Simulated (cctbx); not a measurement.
**Resonant diffraction in DyCdNi2**

Space group Cmcm (no. 63), a = 6.2320 Å, b = 9.8790 Å, c = 4.3210 Å, α = 90.00°, β = 90.00°, γ = 90.00°.

```csv
atom,mult.,x,y,z,Ueq (Å²)
Dy1,4,1/2,0.1314,1/4,0.0106
Cd1,4,1/2,0.6740,1/4,0.0155
Ni1,8,0.2247,0.0943,3/4,0.0135
```

This is a model crystal, built by substitution and not relaxed, with assumed displacement parameters.

Calculated with cctbx: free-atom f′ and f″ from the Sasaki tables, no fine structure; amplitudes in electrons.

| E (eV) | F 1 3 1 | F 0 0 2 | F 1 1 1 | F 1 1 2 |
| --- | --- | --- | --- | --- |
| 26111 | 172.3 | 488.9 | 49.3 | 54.7 |
| 26461 | 171.8 | 485.8 | 52.0 | 56.0 |
| 26591 | 171.4 | 483.2 | 54.3 | 57.1 |
| 26651 | 171.1 | 480.8 | 56.5 | 58.2 |
| 26681 | 170.8 | 478.4 | 58.7 | 59.3 |
| 26696 | 170.4 | 476.1 | 60.8 | 60.3 |
| 26703 | 170.2 | 474.1 | 62.6 | 61.2 |
| 26707 | 169.8 | 471.9 | 64.6 | 62.2 |
| 26715 | 169.4 | 469.0 | 67.8 | 63.6 |
| 26719 | 169.9 | 472.3 | 64.8 | 62.1 |
| 26726 | 170.4 | 475.6 | 61.7 | 60.6 |
| 26741 | 170.8 | 478.4 | 59.2 | 59.3 |
| 26771 | 171.1 | 481.1 | 56.7 | 58.1 |
| 26861 | 171.6 | 484.6 | 53.5 | 56.5 |
| 27111 | 172.1 | 488.2 | 50.0 | 54.8 |

**Question.** Which edge is crossed, and why do the reflections move as they do?

The K edge of Cd. The edge is at 26711 eV. f′ of Cd falls from -4.8 e at 26591 eV to -7.8 e at 4 eV below it, and f″ steps from 0.56 to 3.60 e across it. Over that approach |F| changes by -1 % (1 3 1), -2 % (0 0 2), +19 % (1 1 1) and +9 % (1 1 2): a reflection falls where Cd scatters in phase with the total and rises where it scatters against it; it hardly moves where the Cd term is small or cancels by symmetry. Above the edge the larger f″ enters the imaginary part, where it can add to or cancel the other atoms' f″. The structure is centrosymmetric, so Friedel mates stay equal.

[Logs are printed without paths, hosts, clocks, repeated set-up lines and the standing remarks that a program may print on its own settings, such as how far it seeks lower states.]
